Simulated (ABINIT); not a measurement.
**GaN (F-43m): G0W0 with ABINIT, start to end**

Aim: the G0W0 gap of GaN (F-43m) on PBE, step by step.

Main program and level: ABINIT 10.8.3; PBE and many-body steps on it, plane waves.

**The experiments to reproduce.**

- Gap 3.23 eV: absorption onset (direct gap at Gamma) of unexcited film, from imaginary part of dielectric function; spectroscopic ellipsometry (steady-state reference of time-resolved measurement); 300 K; film on 3C-SiC/Si(001) (“Femtosecond pump-probe absorption edge spectroscopy of cubic GaN”, 2022, arxiv:2206.02223).

## 1. The starting structure

Symmetry: F-43m, No. 216, cubic system. Conventional cell: a = 4.507 Å, b = 4.507 Å, c = 4.507 Å, α = 90.00°, β = 90.00°, γ = 90.00°. Nearest to Ga lie 4 N at 1.95 Å. Nearest to N lie 4 Ga at 1.95 Å. Farther neighbours, and contacts between anions beyond the nearest, are not listed.

As a file:

```cif
data_structure
_symmetry_space_group_name_H-M 'F-43m'
_symmetry_Int_Tables_number 216
_cell_length_a 4.5070
_cell_length_b 4.5070
_cell_length_c 4.5070
_cell_angle_alpha 90.000
_cell_angle_beta 90.000
_cell_angle_gamma 90.000
_cell_volume 91.55
loop_
_atom_site_label
_atom_site_type_symbol
_atom_site_symmetry_multiplicity
_atom_site_Wyckoff_symbol
_atom_site_fract_x
_atom_site_fract_y
_atom_site_fract_z
_atom_site_occupancy
Ga1 Ga 4 a 0.00000 0.00000 0.00000 1
N1 N 4 c 0.25000 0.25000 0.25000 1
```

The cell and positions are those that the Materials Project relaxed with its own functionals (PBE, PBE+U or r2SCAN), kept fixed. This is not the form that GaN usually takes at ambient conditions.

## 2. Ground state

This step: ABINIT 10.8.3; DFT, PBE, plane waves, norm-conserving pseudopotentials.

The ground-state density comes first.

run.abi reads:

```
acell 3*1.0 Angstrom
rprim 
  0.000000000000 2.253500607500 2.253500607500
  2.253500607500 0.000000000000 2.253500607500
  2.253500607500 2.253500607500 0.000000000000
ntypat 2
znucl 31 7
natom 2
typat 1 2
xred 
  0.000000000000 0.000000000000 0.000000000000
  0.750000000000 0.750000000000 0.750000000000
pp_dirpath "pseudos"
pseudos "Ga.upf, N.upf"
ecut 45
ngkpt 8 8 8
nshiftk 1
shiftk 0 0 0
kptopt 1
chksymbreak 0
nband 18
occopt 1
tolvrs 1e-10
nstep 60
prtwf 0
optforces 0
optstress 0
indata_prefix "in"
outdata_prefix "out"
tmpdata_prefix "tmp"
```

Run with:

```
> OMP_NUM_THREADS=1 mpirun -n 8 abinit run.abi > log
```

Log:

```text
.Version 10.8.3 of ABINIT. v10.8.2 released Aug 2026.

 Symmetries : space group F-4 3 m (#216); Bravais cF (face-center cubic)
================================================================================
 Values of the parameters that define the memory need of the present run
     intxc =       0    ionmov =       0      iscf =       7    lmnmax =       6
     lnmax =       6     mgfft =      40  mpssoang =       3    mqgrid =    3001
     natom =       2  nloc_mem =       1    nspden =       1   nspinor =       1
    nsppol =       1      nsym =      24    n1xccc =    2501    ntypat =       2
    occopt =       1   xclevel =       2
-    mband =          18        mffmem =           1         mkmem =           4
       mpw =        2245          nfft =       64000          nkpt =          29
================================================================================
  Rough estimation (10% accuracy) of disk space for files :
================================================================================

--------------------------------------------------------------------------------
------------- Echo of variables that govern the present computation ------------
--------------------------------------------------------------------------------
 -outvars: echo values of preprocessed input variables --------
            acell      1.8897261259E+00  1.8897261259E+00  1.8897261259E+00 Bohr

      chksymbreak           0
             ecut      4.50000000E+01 Hartree
-          fftalg         312

              ixc     -101130
              kpt      0.00000000E+00  0.00000000E+00  0.00000000E+00
                       1.25000000E-01  0.00000000E+00  0.00000000E+00
                       2.50000000E-01  0.00000000E+00  0.00000000E+00
                       3.75000000E-01  0.00000000E+00  0.00000000E+00
                       5.00000000E-01  0.00000000E+00  0.00000000E+00
                       1.25000000E-01  1.25000000E-01  0.00000000E+00
                       2.50000000E-01  1.25000000E-01  0.00000000E+00
                       3.75000000E-01  1.25000000E-01  0.00000000E+00
                       5.00000000E-01  1.25000000E-01  0.00000000E+00
   [... 18 further rows ...]
                      -3.75000000E-01  5.00000000E-01  1.25000000E-01
                      -2.50000000E-01  5.00000000E-01  2.50000000E-01
         kptrlatt        8    0    0      0    8    0      0    0    8
          kptrlen      4.81794160E+01
P           mkmem           4
            natom           2
            nband          18
            ngfft          40      40      40
             nkpt          29
            nstep          60
             nsym          24
           ntypat           2
              occ      2.000000  2.000000  2.000000  2.000000  2.000000  2.000000
                       2.000000  2.000000  2.000000  2.000000  2.000000  2.000000
                       2.000000  0.000000  0.000000  0.000000  0.000000  0.000000
        optforces           0
        optstress           0
            prtwf           0
            rprim      0.0000000000E+00  2.2535006075E+00  2.2535006075E+00
[...]
spgroup         216

           tolvrs      1.00000000E-10

             xred      0.0000000000E+00  0.0000000000E+00  0.0000000000E+00
[...]
znucl       31.00000    7.00000

================================================================================

 chkinp: Checking input parameters for consistency.

================================================================================
== DATASET  1 ==================================================================
-   mpi_nproc: 8, omp_nthreads: 1 (-1 if OMP is not activated)

--- !DatasetInfo
iteration_state: {dtset: 1, }
dimensions: {natom: 2, nkpt: 29, mband: 18, nsppol: 1, nspinor: 1, nspden: 1, mpw: 2245, }
cutoff_energies: {ecut:  45.0, pawecutdg:  -1.0, }
electrons: {nelect:   2.60000000E+01, charge:   0.00000000E+00, occopt:   1.00000000E+00, tsmear:   1.00000000E-02, }

 Real(R)+Recip(G) space primitive vectors, cartesian coordinates (Bohr,Bohr^-1):
 R(1)=  0.0000000  4.2584990  4.2584990  G(1)= -0.1174123  0.1174123  0.1174123
 R(2)=  4.2584990  0.0000000  4.2584990  G(2)=  0.1174123 -0.1174123  0.1174123
 R(3)=  4.2584990  4.2584990  0.0000000  G(3)=  0.1174123  0.1174123 -0.1174123
 Unit cell volume ucvol=  1.5445417E+02 bohr^3
 Angles (23,13,12)=  6.00000000E+01  6.00000000E+01  6.00000000E+01 degrees

 getcut: wavevector=  0.0000  0.0000  0.0000  ngfft=  40  40  40
         ecut(hartree)=     45.000   => boxcut(ratio)=   2.19947

--- Pseudopotential description ------------------------------------------------
- Ga Generated using ONCVPSP code by D. R. Hamann
- 31.00000  21.00000  171031                  znucl, zion, pspdat
12 -101130 2 -1 1902                          pspcod,pspxc,lmax,lloc,mmax
     nproj     2     2     2
  pspatm : epsatm=   21.85474337
         --- l  ekb(1:nproj) -->
[...]
pspatm: atomic psp has been read  and splines computed

- N Generated using ONCVPSP code by D. R. Hamann
-  7.00000   5.00000  171031                  znucl, zion, pspdat
12 -101130 1 -1 1058                          pspcod,pspxc,lmax,lloc,mmax
     nproj     2     2     0
  pspatm : epsatm=    5.20977870
         --- l  ekb(1:nproj) -->
[...]
1   -4.293905   -1.006988
 pspatm: atomic psp has been read  and splines computed

   7.03677574E+02                                ecore*ucvol(ha*bohr**3)
--------------------------------------------------------------------------------

_setup2: Arith. and geom. avg. npw (full set) are    2226.443    2226.425

================================================================================

--- !BeginCycle
iteration_state: {dtset: 1, }
solver: {iscf: 7, nstep: 60, nline: 4, wfoptalg: 0, }
tolerances: {tolvrs: 1.00E-10, }

     iter   Etot(hartree)      deltaE(h)  residm     vres2
 ETOT  1  -258.01753091192    -2.580E+02 5.649E-01 9.585E+02
 ETOT  2  -258.56781723981    -5.503E-01 1.404E-01 9.659E+02
 ETOT  3  -258.71788889241    -1.501E-01 4.324E-03 1.424E+00
 ETOT  4  -258.71813151589    -2.426E-04 7.054E-04 5.223E-01
 ETOT  5  -258.71822784614    -9.633E-05 3.970E-04 2.144E-02
 ETOT  6  -258.71823016905    -2.323E-06 6.764E-05 1.218E-03
 ETOT  7  -258.71823026511    -9.606E-08 3.682E-05 1.381E-04
 ETOT  8  -258.71823028487    -1.976E-08 6.163E-06 2.349E-06
 ETOT  9  -258.71823028540    -5.247E-10 3.419E-06 1.801E-08
 ETOT 10  -258.71823028540    -4.377E-12 2.695E-06 6.841E-11

 At SCF step   10       vres2   =  6.84E-11 < tolvrs=  1.00E-10 =>converged.

--- !ResultsGS
iteration_state: {dtset: 1, }
comment   : Summary of ground state results
lattice_vectors:
- [  0.0000000,   4.2584990,   4.2584990, ]
- [  4.2584990,   0.0000000,   4.2584990, ]
- [  4.2584990,   4.2584990,   0.0000000, ]
lattice_lengths: [   6.02243,    6.02243,    6.02243, ]
lattice_angles: [ 60.000,  60.000,  60.000, ] # degrees, (23, 13, 12)
lattice_volume:   1.5445417E+02
convergence: {deltae: -4.377E-12, res2:  6.841E-11, residm:  2.695E-06, diffor:  0.000E+00, }
etotal    :  -2.58718230E+02
entropy   :   0.00000000E+00
fermie    :   2.52201327E-01
cartesian_stress_tensor: null
pressure_GPa: null
xred      :
- [  0.0000E+00,   0.0000E+00,   0.0000E+00, Ga]
- [  7.5000E-01,   7.5000E-01,   7.5000E-01,  N]
cartesian_forces: null
force_length_stats: {min: null, max: null, mean: null, }

 Integrated electronic density in atomic spheres:
 ------------------------------------------------
 Atom  Sphere_radius  Integrated_density
    1        2.00000         18.88453299
    2        2.00000          5.24763507
================================================================================

 ----iterations are completed or convergence reached----

 Mean square residual over all n,k,spin=   64.341E-10; max=  26.947E-07
 reduced coordinates (array xred) for    2 atoms
       0.000000      0.000000      0.000000
       0.750000      0.750000      0.750000
 rms dE/dt=  0.0000E+00; max dE/dt=  0.0000E+00; dE/dt below (all hartree)
    1       0.000000      0.000000      0.000000
    2       0.000000      0.000000      0.000000

 cartesian coordinates (angstrom) at end:
    1      0.000000     0.000000     0.000000
    2      3.380251     3.380251     3.380251
 length scales=  1.889726  1.889726  1.889726 bohr
              =  1.000000  1.000000  1.000000 angstroms
 prteigrs : about to open file out_EIG
 Fermi (or HOMO) energy (hartree) =   0.25220   Average Vxc (hartree)=  -0.43124
 Eigenvalues (hartree) for nkpt=  29  k points:
 kpt#   1, nband= 18, wtk=  0.00195, kpt=  0.0000  0.0000  0.0000 (reduced coord)
  -4.97665   -3.16387   -3.16387   -3.16387   -0.33240   -0.24568   -0.24568   -0.24568
  -0.23446   -0.23446    0.25220    0.25220    0.25220    0.31643    0.63289    0.63289
   0.63289    0.89971
 prteigrs : prtvol=0 or 1, do not print more k-points.

--- !EnergyTerms
iteration_state     : {dtset: 1, }
comment             : Components of total free energy in Hartree
kinetic             :  1.277021E+02
hartree             :  1.003721E+02
xc                  : -2.896853E+01
Ewald energy        : -1.353148E+02
psp_core            :  4.555899E+00
local_psp           : -2.667062E+02
non_local_psp       : -6.035870E+01
total_energy        : -2.587182E+02
total_energy_eV     : -7.040082E+03
band_energy         : -3.100809E+01

== END DATASET(S) ==============================================================
================================================================================

 -outvars: echo values of variables after computation  --------
           etotal     -2.5871823029E+02
            nband          18
             nkpt          29
          spgroup         216
 [... the other variables as echoed above ...]

 Calculation completed.
```

Wall time 13 s (8 MPI ranks of Arm Neoverse N1, shared host); peak memory 0.56 GiB; 1.8 min of CPU time.

Numbers from this step:

* total energy: -7040.0817 eV
* gap: 1.748 eV
* k of the valence top: 0, 0, 0
* k of the conduction bottom: 0, 0, 0
* least direct gap: 1.748 eV

The gap is direct, at Γ.

[end of part 1 of 3]

[Long decimals in the printed logs are rounded to 6 places.]

[Logs are printed without paths, hosts, clocks, repeated set-up lines and the standing remarks that a program may print on its own settings, such as how far it seeks lower states.]

[Paths, hosts, dates, memory and timing lines, banners, echoed tables and standing remarks are left out of the program output; an Ansatz launch command may be rebuilt from the run's recorded settings. Measured values are a selection of at most five: reports struck by readers or far from the other reports are left out. None is set beside runs whose start may be inverted or whose files or cutoffs have a known fault.]

[Runs of the session that timed out or met a known fault of the program may be left out.]

[Hosts, paths, dates, database ids (printed as entryN), source tags and the programs' standing remarks are cut or masked in the printed files.]

[G0W0 gaps are taken among the corrected bands and points alone; a level outside them can change the order at an edge.]

[Where Ansatz stands beside ABINIT at settings called matched, ABINIT's density can come from a denser mesh and the files from another edition; pairs whose starting gaps differed by over 0.03 eV were left out, so agreement reads better than it is.]
